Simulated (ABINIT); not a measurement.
## A GW chain in ABINIT: SiO2 (P3_221)

Aim: the G0W0 gap of SiO2 (P3_221) on LDA, step by step.

Main program and level: ABINIT 10.8.3; LDA and many-body steps on it, plane waves.

### 1. Starting point

It takes space group P3_221 (No. 154, trigonal). Conventional cell: a = 4.916 Å, b = 4.916 Å, c = 5.408 Å, α = 90.00°, β = 90.00°, γ = 120.00°. Nearest to Si lie 4 O at 1.61 Å. Nearest to O lie 2 Si at 1.61 Å. Farther neighbours and most contacts between anions are not listed.

The cell and positions come from the Crystallography Open Database and are kept as given unless a step says otherwise.

### 2. Ground state

This step: ABINIT 10.8.3; DFT, LDA, plane waves, norm-conserving pseudopotentials.

The ground-state density comes first.

run.abi reads:

```
acell 3*1.0 Angstrom
rprim 
  4.916359999971 0.000000000007 0.000000000000
  -2.458179999991 4.257692654122 0.000000000000
  0.000000000000 0.000000000000 5.408400000000
ntypat 2
znucl 14 8
natom 9
typat 1 1 1 2 2 2 2 2 2
xred 
  0.469730000000 0.000000000000 0.666666666667
  0.000000000000 0.469730000000 0.333333333333
  0.530270000000 0.530270000000 -0.000000000000
  0.413540000000 0.267580000000 0.785580000000
  0.732420000000 0.145960000000 0.452246666667
  0.854040000000 0.586460000000 0.118913333333
  0.267580000000 0.413540000000 0.214420000000
  0.145960000000 0.732420000000 0.547753333333
  0.586460000000 0.854040000000 0.881086666667
pp_dirpath "pseudos"
pseudos "Si.upf, O.upf"
ecut 36
ngkpt 6 6 4
nshiftk 1
shiftk 0 0 0
kptopt 1
chksymbreak 0
nband 32
occopt 1
tolvrs 1e-10
nstep 60
prtwf 0
optforces 0
optstress 0
indata_prefix "in"
outdata_prefix "out"
tmpdata_prefix "tmp"
```

Started as:

```bash
> OMP_NUM_THREADS=1 mpirun -n 4 abinit run.abi > log
```

Numbers of over 12 decimals in the logs are rounded to 6 here.

Output:

```text
.Version 10.8.3 of ABINIT. v10.8.2 released Aug 2026.

 Symmetries : space group P3_2 2 1 (#154); Bravais hP (primitive hexag.)
================================================================================
 Values of the parameters that define the memory need of the present run
     intxc =       0    ionmov =       0      iscf =       7    lmnmax =       6
     lnmax =       6     mgfft =      60  mpssoang =       3    mqgrid =    3001
     natom =       9  nloc_mem =       1    nspden =       1   nspinor =       1
    nsppol =       1      nsym =       6    n1xccc =    2501    ntypat =       2
    occopt =       1   xclevel =       1
-    mband =          32        mffmem =           1         mkmem =           6
       mpw =        7924          nfft =      174960          nkpt =          24
================================================================================
  Rough estimation (10% accuracy) of disk space for files :
================================================================================

--------------------------------------------------------------------------------
------------- Echo of variables that govern the present computation ------------
--------------------------------------------------------------------------------
 -outvars: echo values of preprocessed input variables --------
            acell      1.8897261259E+00  1.8897261259E+00  1.8897261259E+00 Bohr

      chksymbreak           0
             ecut      3.60000000E+01 Hartree
-          fftalg         312

              ixc       -1012
              kpt      0.00000000E+00  0.00000000E+00  0.00000000E+00
                       1.66666667E-01  0.00000000E+00  0.00000000E+00
                       3.33333333E-01  0.00000000E+00  0.00000000E+00
                       5.00000000E-01  0.00000000E+00  0.00000000E+00
                       1.66666667E-01  1.66666667E-01  0.00000000E+00
                       3.33333333E-01  1.66666667E-01  0.00000000E+00
                       3.33333333E-01  3.33333333E-01  0.00000000E+00
                       0.00000000E+00  0.00000000E+00  2.50000000E-01
                       1.66666667E-01  0.00000000E+00  2.50000000E-01
   [... 13 further rows ...]
                       3.33333333E-01  1.66666667E-01  5.00000000E-01
                       3.33333333E-01  3.33333333E-01  5.00000000E-01
         kptrlatt        6    0    0      0    6    0      0    0    4
          kptrlen      4.08815791E+01
P           mkmem           6
            natom           9
            nband          32
            ngfft          54      54      60
             nkpt          24
            nstep          60
             nsym           6
           ntypat           2
              occ      2.000000  2.000000  2.000000  2.000000  2.000000  2.000000
                       2.000000  2.000000  2.000000  2.000000  2.000000  2.000000
                       2.000000  2.000000  2.000000  2.000000  2.000000  2.000000
                       2.000000  2.000000  2.000000  2.000000  2.000000  2.000000
                       0.000000  0.000000  0.000000  0.000000  0.000000  0.000000
                       0.000000  0.000000
        optforces           0
        optstress           0
            prtwf           0
            rprim      4.9163600000E+00  7.0000000000E-12  0.0000000000E+00
[...]
spgroup         154

           tolvrs      1.00000000E-10

             xred      4.6973000000E-01  7.4014868308E-17  6.6666666667E-01
[...]
znucl       14.00000    8.00000

================================================================================

 chkinp: Checking input parameters for consistency.

================================================================================
== DATASET  1 ==================================================================
-   mpi_nproc: 4, omp_nthreads: 1 (-1 if OMP is not activated)

--- !DatasetInfo
iteration_state: {dtset: 1, }
dimensions: {natom: 9, nkpt: 24, mband: 32, nsppol: 1, nspinor: 1, nspden: 1, mpw: 7924, }
cutoff_energies: {ecut:  36.0, pawecutdg:  -1.0, }
electrons: {nelect:   4.80000000E+01, charge:   0.00000000E+00, occopt:   1.00000000E+00, tsmear:   1.00000000E-02, }

 Real(R)+Recip(G) space primitive vectors, cartesian coordinates (Bohr,Bohr^-1):
 R(1)=  9.2905739  0.0000000  0.0000000  G(1)=  0.1076360  0.0621437  0.0000000
 R(2)= -4.6452870  8.0458730  0.0000000  G(2)=  0.0000000  0.1242873  0.0000000
 R(3)=  0.0000000  0.0000000 10.2203948  G(3)=  0.0000000  0.0000000  0.0978436
 Unit cell volume ucvol=  7.6398247E+02 bohr^3
 Angles (23,13,12)=  9.00000000E+01  9.00000000E+01  1.20000000E+02 degrees

 getcut: wavevector=  0.0000  0.0000  0.0000  ngfft=  54  54  60
         ecut(hartree)=     36.000   => boxcut(ratio)=   2.15246

--- Pseudopotential description ------------------------------------------------
- Si Generated using ONCVPSP code by D. R. Hamann
- 14.00000   4.00000  180309                  znucl, zion, pspdat
12 -1012 2 -1 1510                            pspcod,pspxc,lmax,lloc,mmax
     nproj     2     2     2
  pspatm : epsatm=    6.67003958
         --- l  ekb(1:nproj) -->
[...]
pspatm: atomic psp has been read  and splines computed

- O Generated using ONCVPSP code by D. R. Hamann
-  8.00000   6.00000  201201                  znucl, zion, pspdat
12 -1012 2 -1 926                             pspcod,pspxc,lmax,lloc,mmax
     nproj     2     2     1
  pspatm : epsatm=    6.27558587
         --- l  ekb(1:nproj) -->
[...]
2   -1.033686
 pspatm: atomic psp has been read  and splines computed

   2.76785443E+03                                ecore*ucvol(ha*bohr**3)
--------------------------------------------------------------------------------

_setup2: Arith. and geom. avg. npw (full set) are    7883.438    7883.429

================================================================================

--- !BeginCycle
iteration_state: {dtset: 1, }
solver: {iscf: 7, nstep: 60, nline: 4, wfoptalg: 0, }
tolerances: {tolvrs: 1.00E-10, }

     iter   Etot(hartree)      deltaE(h)  residm     vres2
 ETOT  1  -111.65939506154    -1.117E+02 1.044E-01 1.604E+03
 ETOT  2  -111.78296909551    -1.236E-01 6.967E-03 1.362E+03
 ETOT  3  -112.30659187927    -5.236E-01 6.976E-03 1.040E+01
 ETOT  4  -112.30990338821    -3.312E-03 2.922E-03 1.078E-01
 ETOT  5  -112.30992107093    -1.768E-05 1.287E-03 6.172E-03
 ETOT  6  -112.30992205631    -9.854E-07 1.727E-03 2.329E-04
 ETOT  7  -112.30992208107    -2.476E-08 5.618E-04 1.014E-05
 ETOT  8  -112.30992208172    -6.450E-10 1.066E-03 3.897E-07
 ETOT  9  -112.30992208174    -2.066E-11 3.571E-04 2.388E-08
 ETOT 10  -112.30992208175    -1.191E-11 5.018E-04 1.299E-09
 ETOT 11  -112.30992208174     5.755E-12 1.669E-04 9.589E-11

 At SCF step   11       vres2   =  9.59E-11 < tolvrs=  1.00E-10 =>converged.

--- !ResultsGS
iteration_state: {dtset: 1, }
comment   : Summary of ground state results
lattice_vectors:
- [  9.2905739,   0.0000000,   0.0000000, ]
- [ -4.6452870,   8.0458730,   0.0000000, ]
- [  0.0000000,   0.0000000,  10.2203948, ]
lattice_lengths: [   9.29057,    9.29057,   10.22039, ]
lattice_angles: [ 90.000,  90.000, 120.000, ] # degrees, (23, 13, 12)
lattice_volume:   7.6398247E+02
convergence: {deltae:  5.755E-12, res2:  9.589E-11, residm:  1.669E-04, diffor:  0.000E+00, }
etotal    :  -1.12309922E+02
entropy   :   0.00000000E+00
fermie    :   4.32436372E-03
cartesian_stress_tensor: null
pressure_GPa: null
xred      :
- [  4.6973E-01,   7.4015E-17,   6.6667E-01, Si]
- [  1.6639E-18,   4.6973E-01,   3.3333E-01, Si]
- [  5.3027E-01,   5.3027E-01,   9.2519E-18, Si]
- [  4.1354E-01,   2.6758E-01,   7.8558E-01,  O]
- [  7.3242E-01,   1.4596E-01,   4.5225E-01,  O]
- [  8.5404E-01,   5.8646E-01,   1.1891E-01,  O]
- [  2.6758E-01,   4.1354E-01,   2.1442E-01,  O]
- [  1.4596E-01,   7.3242E-01,   5.4775E-01,  O]
- [  5.8646E-01,   8.5404E-01,   8.8109E-01,  O]
cartesian_forces: null
force_length_stats: {min: null, max: null, mean: null, }

 Integrated electronic density in atomic spheres:
 ------------------------------------------------
 Atom  Sphere_radius  Integrated_density
[...]
================================================================================

 ----iterations are completed or convergence reached----

 Mean square residual over all n,k,spin=   87.854E-08; max=  16.689E-05
 reduced coordinates (array xred) for    9 atoms
[...]
0.732420000000      0.145960000000      0.452246666667
       0.854040000000      0.586460000000      0.118913333333
       0.267580000000      0.413540000000      0.214420000000
       0.145960000000      0.732420000000      0.547753333333
       0.586460000000      0.854040000000      0.881086666667
 rms dE/dt=  0.0000E+00; max dE/dt=  0.0000E+00; dE/dt below (all hartree)
    1       0.000000000000      0.000000000000      0.000000000000
    2       0.000000000000      0.000000000000      0.000000000000
    3       0.000000000000      0.000000000000      0.000000000000
    4       0.000000000000      0.000000000000      0.000000000000
    5       0.000000000000      0.000000000000      0.000000000000
    6       0.000000000000      0.000000000000      0.000000000000
    7       0.000000000000      0.000000000000      0.000000000000
    8       0.000000000000      0.000000000000      0.000000000000
    9       0.000000000000      0.000000000000      0.000000000000

 cartesian coordinates (angstrom) at end:
    1      2.309362     3.29e-12     3.605600
[...]
5      3.242044     0.621453     2.445931
    6      2.757144     2.496966     0.643131
    7      0.298964     1.760726     1.159669
    8     -1.082828     3.118419     2.962469
    9      0.783864     3.636240     4.765269
 length scales=  1.889726125908  1.889726125908  1.889726125908 bohr
              =  1.000000000000  1.000000000000  1.000000000000 angstroms
 prteigrs : about to open file out_EIG
 Fermi (or HOMO) energy (hartree) =   0.00432   Average Vxc (hartree)=  -0.35795
 Eigenvalues (hartree) for nkpt=  24  k points:
 kpt#   1, nband= 32, wtk=  0.00694, kpt=  0.0000  0.0000  0.0000 (reduced coord)
  -0.69869   -0.64061   -0.64061   -0.61589   -0.61457   -0.61457   -0.30027   -0.30027
  -0.19711   -0.19692   -0.19012   -0.19012   -0.10532   -0.10532   -0.09612   -0.08651
  -0.05147   -0.05147   -0.05044   -0.03295   -0.03295   -0.02112   -0.00766   -0.00766
   0.21726    0.33638    0.33638    0.35383    0.35383    0.39798    0.42278    0.44290
 prteigrs : prtvol=0 or 1, do not print more k-points.

--- !EnergyTerms
iteration_state     : {dtset: 1, }
comment             : Components of total free energy in Hartree
kinetic             :  7.34493071160450E+01
hartree             :  3.83136625382281E+01
xc                  : -2.99561766859530E+01
Ewald energy        : -6.94671569356594E+01
psp_core            :  3.62292926253149E+00
local_psp           : -1.12956415753174E+02
non_local_psp       : -1.53160716237625E+01
total_energy        : -1.12309922081744E+02
total_energy_eV     : -3.05610866902238E+03
band_energy         : -1.17170315619812E+01

== END DATASET(S) ==============================================================
================================================================================

 -outvars: echo values of variables after computation  --------
           etotal     -1.1230992208E+02
            nband          32
             nkpt          24
          spgroup         154
 [... the other variables as echoed above ...]

 Calculation completed.
```

The job ended after 86 s (4 MPI ranks of Arm Neoverse V1, shared host; peak memory 0.48 GiB).

Numbers from this step:

| Quantity | Value |
| --- | --- |
| total energy | -3056.1087 eV |
| gap | 5.794 eV |
| k of the valence top | 0.3333, 0.3333, 0 |
| k of the conduction bottom | 0, 0, 0 |
| least direct gap | 6.120 eV |

The gap is indirect, with the least direct gap 0.33 eV higher.

(Part 1 of 3 ends here.)

[Paths, hosts, dates, memory and timing lines, banners, echoed tables and standing remarks are left out of the program output.]

[Logs are printed without paths, hosts, clocks, repeated set-up lines and the standing remarks that a program may print on its own settings, such as how far it seeks lower states.]

[Runs of the session that timed out or met a known fault of the program may be left out.]

[Hosts, paths, dates, database ids (printed as entryN), source tags and the programs' standing remarks are cut or masked in the printed files.]

[G0W0 gaps are taken among the corrected bands and points alone; a level outside them can change the order at an edge.]

[Where Ansatz stands beside ABINIT at settings called matched, ABINIT's density can come from a denser mesh and the files from another edition; pairs whose starting gaps differed by over 0.03 eV were left out, so agreement reads better than it is.]
